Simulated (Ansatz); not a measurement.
# BaMg2AsP (built on the sites of a database entry of BaMg2P2): phonons and vibrational spectra, part 3 of 3

Aim: the vibrations of BaMg2AsP (built on the sites of a database entry of BaMg2P2), their spectra, and whether the structure is stable.

Ansatz 0.2.0; DFT PBEsol, scalar-relativistic, plane waves, PAW.

So far. Step 3 (Relaxing to small forces for the phonons): The largest force component left is 0.34 meV/Å and the pressure is -0.001 GPa, within the tolerances set. The cell now holds 25.44 Å³/atom. Step 4 (Modes at Γ): Before it was imposed, the acoustic sum rule was missed by 1.1e-4 eV/Å² and the charge sum rule by 0.0062 e. Small misses are needed for a sound result but don't prove that mesh and cutoff are converged. The relaxed cell has a = 4.403, c = 7.576 Å (conventional setting).

The structure was built from a prototype and need not be the compound's stable phase.

## 5. Response at finite wavevector

Stability and thermal properties need the whole zone. Linear response on a 3×3×2 q mesh gives force constants as far as a supercell of that size would, and the tensors from the zone-centre run are typed in so that the long-range dipole term is interpolated apart.

The input, input.yaml:

```yaml
crystal:
  lattice:
    - [4.4029916831, -2.8862e-06, 0.0]
    - [-2.201493342, 3.8131040933, 0.0]
    - [0.0, 0.0, 7.5757839801]
  atoms:
    - { symbol: Ba, position: [0.0, 0.0, 0.0045039313] }
    - { symbol: Mg, position: [0.6666666667, 0.3333333333, 0.3723359928] }
    - { symbol: Mg, position: [0.3333333333, 0.6666666667, 0.620056038] }
    - { symbol: As, position: [0.6666666667, 0.3333333333, 0.7298987038] }
    - { symbol: P, position: [0.3333333333, 0.6666666667, 0.2732053341] }
kpoints:
  mp_grid: { grid: [6, 6, 4] }
hamiltonian:
  xc: pbesol
scf:
  occupations: { method: fixed }
output:
  eigenvalues: true
phonons:
  method: dfpt
  qmesh: [3, 3, 2]
  temperatures: { t_max: 1000, t_step: 50 }
  qpath:
    path:
      - [[0.0, 0.0, 0.0], [0.5, 0.0, 0.0], [0.33333333, 0.33333333, 0.0], [0.0, 0.0, 0.0], [0.0, 0.0, 0.5], [0.5, 0.0, 0.5], [0.33333333, 0.33333333, 0.5], [0.0, 0.0, 0.5]]
      - [[0.5, 0.0, 0.5], [0.5, 0.0, 0.0]]
      - [[0.33333333, 0.33333333, 0.5], [0.33333333, 0.33333333, 0.0]]
    npoints: 10
  non_analytic_term:
    high_frequency_dielectric_tensor: [[8.9667, 0.0, 0.0], [0.0, 8.9667, 0.0], [0.0, 0.0, 9.145]]
    born_effective_charges:
      - { species: Ba, tensor: [[2.4866, 0.0, 0.0], [0.0, 2.4866, 0.0], [0.0, 0.0, 3.2054]] }
      - { species: Mg, tensor: [[1.7915, 0.0, 0.0], [0.0, 1.7915, 0.0], [0.0, 0.0, 1.7462]] }
      - { species: Mg, tensor: [[1.7594, 0.0, 0.0], [0.0, 1.7594, 0.0], [0.0, 0.0, 1.6138]] }
      - { species: As, tensor: [[-2.9664, 0.0, 0.0], [0.0, -2.9664, 0.0], [0.0, 0.0, -3.1705]] }
      - { species: P, tensor: [[-3.0711, 0.0, 0.0], [0.0, -3.0711, 0.0], [0.0, 0.0, -3.3948]] }
    source: "zone-centre run at this cell"
```

Run with:

```console
ansatz run input.yaml --threads 8 --pin off --max-ram 14336MiB --backend cpu --events-out ev --progress --plain --runs-dir out
```

Numbers of over 12 decimals in the logs are rounded to 6 here.

What it wrote:

```text
Warning: phonons: the dynamical matrix that this run interpolates holds no multipole term above the dipole-dipole one, and a site of this crystal is no centre of inversion, so its interpolated transverse optical and acoustic branches and sound speeds can stay off near Gamma, and the density of states and the thermodynamics with them. What a run solves at a wave vector of phonons.qpoints, Gamma apart, where the deck admits one, is free of this, and under fd what a larger phonons.supercell samples
[...]
Crystal: 5 atoms, lattice volume = 127.190 Å³
Basis set: ecut = 420 eV, 2527 PW (Γ), exchange–correlation on 60×60×108 points (8 copies of the dense FFT grid, shifted against one another)
Bands: 30, of which v1, the nominal top of the filled ones, is band 25 counted from 1 (24 counted from 0)
Symmetry: 6 space group operations
k-points: 24 of 144 (time reversal used)
[...]
SCF iter   1: F=—  HF=-15244.547348 eV  |F-HF|=—  |Δ(HF+E_count)|=         —  Δρ=3.41e-3  dr2=3.51e-2  ethr=1.77e-3  ⟨swp⟩=5.4  Hψ=2834  notcnv=0  defer=67
[...]
SCF iter  11: F=-15244.536798 eV  HF=-15244.536798 eV  |F-HF|=5.46e-12  |Δ(HF+E_count)|=  5.46e-12  Δρ=2.97e-8  dr2=2.13e-12  ethr=1.00e-12  ⟨swp⟩=15.2  Hψ=5619  notcnv=0
SCF 1 converged in 11 iterations: F = -15244.536798 eV  dr2 = 2.13e-12
[...]
NSCF: frozen V_eff on 24 k-points
[...]
DFPT response loops at q = (0, 0, 0) (fractional): preconditioner auto → Resta (q_TF=auto, 2.335 Å⁻¹)  ε∞=7.6 (no band partly filled); β = 1.00, the filter's whole step (`scf.mixing.beta` (0.50) is not read by the response loops at its default; to damp them type it under 1.00, their step now; it binds the ground state too); Broyden in place of MSR1
[...]
SCF converged after 11 iterations
Free energy (F): -15244.536798 eV
[...]
Internal energy: -15244.536798 eV  (E = F + TS)
E sigma→0 (E₀):  -15244.536798 eV
Fermi energy:    6.813379 eV
[...]
--- Band table (eV; the first three rows and the last of 24) ---
  k-point 0: bands = [... 21 lower, 5.8868, 6.7566, 6.8134, 6.8134, 8.5179, 9.1864, 9.4054, 10.1651, ... 1 higher]
  k-point 1: bands = [... 21 lower, 5.9707, 5.9707, 6.6559, 6.6559, 8.9819, 9.3898, 9.7784, 10.0204, ... 1 higher]
  k-point 2: bands = [... 21 lower, 6.1106, 6.1106, 6.4487, 6.4487, 8.9053, 9.7443, 9.9076, 9.9076, ... 1 higher]
  k-point 23: bands = [... 21 lower, 4.5923, 4.9766, 5.5125, 5.5880, 9.3960, 9.5047, 10.8013, 11.2849, ... 1 higher]
--- Phonons (Γ-DFPT): 10 representative perturbations + reference (Σ response iterations 30) ---
  ASR residual: 4.391e-5 → 0.000e0 eV/Å²; symmetrization residual: 1.392e-5 eV/Å²
  ASR residual per site (eV/Å²): 1.37e-5 2.59e-5 3.69e-5 6.13e-6 4.39e-5
[...]
--- Phonons (arbitrary-q DFPT): 6 irreducible q on the 3×3×2 mesh ---
  q = [0.0000, 0.0000, 0.0000] (star 1, of the zone-centre solve; hermiticity 2.69e-6, symmetrization 1.16e-6): -0.00 0.00 0.00 93.97 93.97 128.14 128.14 128.87 212.96 251.89 253.84 253.84 276.87 276.87 291.62
  q = [0.0000, 0.0000, -0.5000] (star 1, 10 solved perturbations in 500 linear systems a pass and spin channel, the states on 76 of 144 k-point pairs; hermiticity 9.16e-7, symmetrization 5.50e-7): 56.65 56.65 76.93 76.93 98.09 111.86 129.47 129.47 214.27 254.66 254.66 256.35 275.89 275.89 333.87
[...]
sum rule: each row above includes the acoustic sum rule's correction from the zone centre's row sums; it moved no ω² by more than (0.64 cm⁻¹)²
  mesh force constants: q→R imaginary residual 1.22e-16; ASR residual 4.391e-5 → 0.000e0 eV/Å²; symmetrization residual 7.105e-15 eV/Å²
  interpolated dispersion: 94 rows × 15 modes
  density of states and harmonic sums: on the 18×18×8 q-mesh, interpolated from the force constants of a 3×3×2 supercell (with the dipole–dipole term of supplied tensors)
  largest difference from the sums on the solved wave vectors: F 4.40e-2 eV, S 5.82e-5 and C_V 1.42e-5 eV/K
  zero-point energy: 0.168867 eV/cell   skipped modes (ω ≤ 0): 3   left out of the sums: 7.72e-5 of the cell's modes: C_V's classical limit lies that fraction below 3 k_B per atom; for a crystal, a wire or a layer, F and S can be off by more, and a phonons.interpolated_qmesh denser along its periods is the remedy for the sampling
```

It took 3.4 min on 8 threads of Intel Xeon Platinum 8559C (Emerald Rapids), shared host; peak memory 1.8 GiB; 25 min of CPU time.

Numbers from this step:

```
sum-rule residual before enforcement                    : 4.39e-5 eV/Å²
lowest frequency on the path                            : 0 cm⁻¹
highest frequency on the path or at a solved wavevector : 333.9 cm⁻¹
mean frequency                                          : 181.6 cm⁻¹
Debye temperature (second moment)                       : 368 K
logarithmic mean frequency                              : 161.4 cm⁻¹
lowest mode on the q mesh (acoustic modes at Γ apart)   : 56.65 cm⁻¹
zero-point energy per atom                              : 33.77 meV
heat capacity at 300 K                                  : 23.19 J/(mol atoms K)
vibrational entropy at 300 K                            : 32.24 J/(mol atoms K)
```

Frequencies (cm⁻¹) solved at each irreducible wavevector; negative means imaginary. Frequencies by wavevector, by row:

```csv
q in reciprocal lattice units,star,mode 1,mode 2,mode 3,mode 4,mode 13,mode 14,mode 15
0 0 0,1,0,0,0,94,276.9,276.9,291.6
0 0 -0.5,1,56.6,56.6,76.9,76.9,275.9,275.9,333.9
0 0.3333 0,6,65.8,73,96,98.7,267.1,288.7,310.1
0 0.3333 -0.5,6,69.7,74,79,93.5,267.1,287.9,316.6
0.3333 0.3333 0,2,79.1,90.3,92.6,118.8,271.4,285.7,288.6
0.3333 0.3333 -0.5,2,78.5,87.9,92.6,124.1,269.5,289.9,292.7
```

Interpolated from a 3×3×2 q mesh, with the LO-TO term (at Γ the limit along the path; where Γ stands inside the path, tables give the limit on arrival). The phonon branches at the labelled points (cm⁻¹):

| point | branch 1 | branch 2 | branch 3 | branch 4 | branch 12 | branch 13 | branch 14 | branch 15 |
| --- | --- | --- | --- | --- | --- | --- | --- | --- |
| Γ | 0 | 0 | 0 | 94 | 267 | 277 | 292 | 315 |
| halfway | 53 | 62 | 87 | 97 | 259 | 271 | 291 | 314 |
| M | 77 | 77 | 100 | 100 | 250 | 262 | 281 | 305 |
| halfway | 78 | 82 | 97 | 110 | 246 | 268 | 282 | 298 |
| K | 79 | 90 | 93 | 119 | 247 | 271 | 286 | 289 |
| halfway | 59 | 70 | 91 | 101 | 256 | 270 | 293 | 308 |
| Γ | 0 | 0 | 0 | 94 | 267 | 277 | 292 | 315 |
| halfway | 35 | 35 | 55 | 88 | 254 | 276 | 276 | 333 |
| A | 57 | 57 | 77 | 77 | 256 | 276 | 276 | 334 |
| halfway | 65 | 67 | 77 | 89 | 259 | 271 | 291 | 320 |
| L | 74 | 74 | 90 | 98 | 252 | 262 | 280 | 311 |
| halfway | 76 | 81 | 91 | 109 | 249 | 267 | 284 | 304 |
| H | 78 | 88 | 93 | 124 | 250 | 270 | 290 | 293 |
| halfway | 69 | 72 | 76 | 95 | 256 | 270 | 293 | 315 |
| A | 57 | 57 | 77 | 77 | 256 | 276 | 276 | 334 |
| jump to L | 74 | 74 | 90 | 98 | 252 | 262 | 280 | 311 |
| halfway | 75 | 76 | 95 | 99 | 251 | 262 | 281 | 308 |
| M | 77 | 77 | 100 | 100 | 250 | 262 | 281 | 305 |
| jump to H | 78 | 88 | 93 | 124 | 250 | 270 | 290 | 293 |
| halfway | 79 | 89 | 93 | 122 | 248 | 270 | 288 | 291 |
| K | 79 | 90 | 93 | 119 | 247 | 271 | 286 | 289 |

Tetrahedra on a 18×18×8 mesh, mean over bins of 5 cm-1. Interpolated from a 3×3×2 q mesh. Phonon density of states against wavenumber; read off at these points:

wavenumber (cm⁻¹), phonon density of states (1/cm⁻¹/cell) and a bar:
```
        2      0.000 
       12      0.000 
       22      0.002 
       28      0.003 #
       38      0.007 #
       48      0.013 ##
       58      0.027 #####
       62      0.032 ######
       72      0.080 ###############
       78      0.158 ##############################
       82      0.064 ############
       92      0.098 ###################
      102      0.051 ##########
      108      0.034 ######
      118      0.033 ######
      128      0.062 ############
      132      0.109 #####################
      138      0.040 ########
      148      0.072 ##############
      152      0.041 ########
      162      0.039 #######
      172      0.026 #####
      182      0.025 #####
      188      0.024 #####
      198      0.019 ####
      208      0.090 #################
      218      0.077 ###############
      228      0.018 ###
      232      0.017 ###
      242      0.096 ##################
      248      0.135 ##########################
      252      0.094 ##################
      262      0.059 ###########
      268      0.118 ######################
      272      0.051 ##########
      278      0.012 ##
      288      0.081 ###############
      298      0.022 ####
      308      0.048 #########
      312      0.040 ########
      322      0.013 ##
      332      0.002
```

The partial phonon density of states has structure finer than the step of the table below, so its rows give means over 20 cm⁻¹, whole bins alone (the curve runs from -10 to 354 cm⁻¹). Peaks (cm⁻¹: height): As 97.5: 0.0290, 131.9: 0.0523, 145.6: 0.0459, 193.7: 0.0148; Ba 77.0: 0.123; Mg 212.0: 0.0460, 248.6: 0.0727, 266.9: 0.0608, 289.8: 0.0603; P 207.4: 0.0311, 248.6: 0.0414, 269.2: 0.0384, 289.8: 0.0176.

Phonopy on the run's constants, 15x15x7 mesh, Gaussian sigma 2.6 cm-1. Interpolated from a 3×3×2 q mesh. Table of partial phonon density of states by wavenumber; means over each step; values in 1/cm⁻¹/cell:

| wavenumber (cm⁻¹) | As | Ba | Mg | P |
| --- | --- | --- | --- | --- |
| 0 | 2.8e-5 | 4.9e-5 | 1.7e-5 | 9.5e-6 |
| 20 | 4.8e-4 | 9.5e-4 | 3.0e-4 | 1.9e-4 |
| 40 | 0.00206 | 0.00482 | 0.00119 | 7.0e-4 |
| 60 | 0.00542 | 0.0209 | 0.00255 | 0.00141 |
| 80 | 0.0107 | 0.0742 | 0.00456 | 0.00191 |
| 100 | 0.0227 | 0.0288 | 0.0114 | 0.00252 |
| 120 | 0.0245 | 0.00994 | 0.00894 | 0.00424 |
| 140 | 0.0403 | 0.00642 | 0.0127 | 0.00988 |
| 160 | 0.0112 | 7.7e-4 | 0.0133 | 0.0113 |
| 180 | 0.00523 | 2.3e-4 | 0.0138 | 0.00696 |
| 200 | 0.00979 | 6.8e-4 | 0.0270 | 0.0176 |
| 220 | 0.00325 | 8.9e-4 | 0.0339 | 0.0162 |
| 240 | 0.00706 | 3.9e-4 | 0.0407 | 0.0208 |
| 260 | 0.00425 | 2.7e-4 | 0.0441 | 0.0254 |
| 280 | 0.00114 | 1.8e-4 | 0.0365 | 0.0147 |
| 300 | 0.00117 | 2.2e-4 | 0.0339 | 0.00925 |
| 320 | 6.8e-4 | 1.3e-4 | 0.0145 | 0.00647 |
| 340 | 3.1e-5 | 2.4e-6 | 4.4e-4 | 3.2e-4 |

Harmonic thermodynamic functions per atom, from the density of states. Interpolated from a 3×3×2 q mesh. Thermodynamic functions, by row:

```csv
T (K),F_vib (meV/atom),S (J/mol-atom/K),C_V (J/mol-atom/K)
0,33.77,0,0
50,33.29,3.186,6.56
100,29.79,10.45,14.71
200,11.99,23.18,21.3
300,-16.97,32.24,23.19
400,-54.05,39.02,23.92
500,-97.38,44.41,24.28
600,-145.8,48.85,24.48
700,-198.4,52.63,24.6
800,-254.7,55.92,24.68
900,-314.2,58.84,24.73
1000,-376.6,61.44,24.77
```

Harmonic mean-square displacement, third of the trace. Interpolated from a 3×3×2 q mesh. Mean square displacements, by row:

| T (K) | Ba1 U_eq (Å²) | Mg2 U_eq (Å²) | Mg3 U_eq (Å²) | As4 U_eq (Å²) | P5 U_eq (Å²) |
| --- | --- | --- | --- | --- | --- |
| 0 | 0.00154 | 0.0035 | 0.00343 | 0.00185 | 0.00277 |
| 100 | 0.00329 | 0.00458 | 0.00457 | 0.00312 | 0.00368 |
| 300 | 0.00912 | 0.01 | 0.01001 | 0.00802 | 0.0081 |
| 600 | 0.0181 | 0.0192 | 0.01922 | 0.01578 | 0.01555 |

Symmetry leaves 6 wavevectors to solve. The lowest mode among them, the acoustic zeros apart, lies at q = (0, 0, -0.5) and is real, 56.6 cm⁻¹.

## 6. Another isotope, element Ba, natural mass 137.327 amu

An isotope changes the mass and not the force constants, so no new electronic calculation is needed; the shifts show which modes move this element.

The same force constants with the mass of Ba changed from 137.327 to 133.905 u (phonopy, no LO-TO term). Both lists are sorted by frequency; levels can cross, so a row need not hold one and the same mode. Modes under 3 cm⁻¹ are left out. Isotope shifts, by row, the first 40 of 57 rows:

| q | rank | natural mass (cm⁻¹) | changed mass (cm⁻¹) |
| --- | --- | --- | --- |
| 0 0 0 | 4 | 93.97 | 94.56 |
| 0 0 0 | 5 | 93.97 | 94.56 |
| 0 0 0 | 6 | 128.1 | 128.2 |
| 0 0 0 | 7 | 128.1 | 128.2 |
| 0 0 0 | 8 | 128.9 | 129.7 |
| 0 0 0 | 9 | 213 | 213 |
| 0 0 0 | 10 | 251.9 | 251.9 |
| 0 0 0 | 11 | 253.8 | 253.8 |
| 0 0 0 | 12 | 253.8 | 253.8 |
| 0 0 0 | 13 | 276.9 | 276.9 |
| 0 0 0 | 14 | 276.9 | 276.9 |
| 0 0 0 | 15 | 291.6 | 291.7 |
| 0 0 -0.5 | 1 | 56.65 | 57.21 |
| 0 0 -0.5 | 2 | 56.65 | 57.21 |
| 0 0 -0.5 | 3 | 76.93 | 77.02 |
| 0 0 -0.5 | 4 | 76.93 | 77.02 |
| 0 0 -0.5 | 5 | 98.09 | 98.85 |
| 0 0 -0.5 | 6 | 111.9 | 112.3 |
| 0 0 -0.5 | 7 | 129.5 | 129.7 |
| 0 0 -0.5 | 8 | 129.5 | 129.7 |
| 0 0 -0.5 | 9 | 214.3 | 214.4 |
| 0 0 -0.5 | 10 | 254.7 | 254.7 |
| 0 0 -0.5 | 11 | 254.7 | 254.7 |
| 0 0 -0.5 | 12 | 256.4 | 256.4 |
| 0 0 -0.5 | 13 | 275.9 | 275.9 |
| 0 0 -0.5 | 14 | 275.9 | 275.9 |
| 0 0 -0.5 | 15 | 333.9 | 333.9 |
| 0 0.3333 0 | 1 | 65.76 | 66.35 |
| 0 0.3333 0 | 2 | 73 | 73.78 |
| 0 0.3333 0 | 3 | 95.99 | 97.09 |
| 0 0.3333 0 | 4 | 98.65 | 98.99 |
| 0 0.3333 0 | 5 | 123.7 | 124 |
| 0 0.3333 0 | 6 | 139.6 | 139.6 |
| 0 0.3333 0 | 7 | 150.5 | 150.6 |
| 0 0.3333 0 | 8 | 185.6 | 185.7 |
| 0 0.3333 0 | 9 | 208.2 | 208.2 |
| 0 0.3333 0 | 10 | 223.3 | 223.3 |
| 0 0.3333 0 | 11 | 244.6 | 244.6 |
| 0 0.3333 0 | 12 | 254.4 | 254.4 |
| 0 0.3333 0 | 13 | 267.1 | 267.1 |

A mode of this element alone would shift by +1.27 %. The highest zone-centre frequency without the field goes from 291.6 to 291.7 cm⁻¹ (+0.0 %). The product of the frequency ratios over all optical modes at Γ is 1.020; the product rule, (m/m′)^(3k/2) (M′/M)^(3/2) with k = 1 such atoms and M the mass of the cell, gives 1.020.

## 7. Isotope substitution, element Mg, natural mass 24.305 amu

The same for Mg, from 24.30 to 25.98 u.

A mode of this element alone would shift by -3.28 %. The highest zone-centre frequency without the field goes from 291.6 to 285.6 cm⁻¹ (-2.1 %). The product of the frequency ratios over all optical modes at Γ is 0.832; the product rule, (m/m′)^(3k/2) (M′/M)^(3/2) with k = 2 such atoms and M the mass of the cell, gives 0.833.

## 8. Summary of results

* space group after relaxation (within 0.01 Å): P3m1
* volume per atom: 25.4 Å³
* gap on the k-mesh: 1.04 eV
* highest optical mode at the zone centre (no LO-TO term): 292 cm⁻¹
* top of the zone-centre spectrum with the field: 333 cm⁻¹
* lowest optical zone-centre mode: 94.0 cm⁻¹
* mean high-frequency dielectric constant: 9.03
* mean static dielectric constant: 16.3
* largest Born charge (third of the trace): -3.18 e
* lowest mode on the q mesh (acoustic modes at Γ apart): 56.6 cm⁻¹
* highest frequency on the path or at a solved wavevector: 334 cm⁻¹
* zero-point energy per atom: 33.8 meV
* heat capacity at 300 K: 23.2 J/(mol atoms K)
* vibrational entropy at 300 K: 32.2 J/(mol atoms K)
* Debye temperature (second moment): 368 K
* imaginary modes on the 3×3×2 q mesh: none

In words: The structure is a minimum as far as tested: no mode is imaginary at the 6 irreducible wavevectors of the 3×3×2 mesh, and the softest away from the acoustic zeros lies at 57 cm⁻¹. Without the field, the optical modes at Γ span 94 to 292 cm⁻¹. With the macroscopic field of the longitudinal modes the top of the zone-centre spectrum lies at 333 cm⁻¹, against 292 cm⁻¹ without it. Lattice motion raises the mean dielectric constant from 9.026 to 16.32. The strongest infrared line is at 254 cm⁻¹. With the field response the log warns that the k mesh is coarse for the force constants too, so the frequencies may not be converged. The program warns that the interpolation holds no quadrupole term, so branches close to Γ can be off in this crystal. Spin-orbit coupling is left out, which can matter for the heavy elements here. The starting cell was built on a prototype and not taken from a measurement, so the phase need not exist. These are harmonic frequencies at zero temperature: anharmonic shifts, linewidths and thermal expansion are left out.

[Logs are printed without paths, hosts, clocks, repeated set-up lines and the standing remarks that a program may print on its own settings, such as how far it seeks lower states.]

[Hosts, paths, dates, database ids (printed as entryN), source tags and the programs' standing remarks are cut or masked in the printed files.]
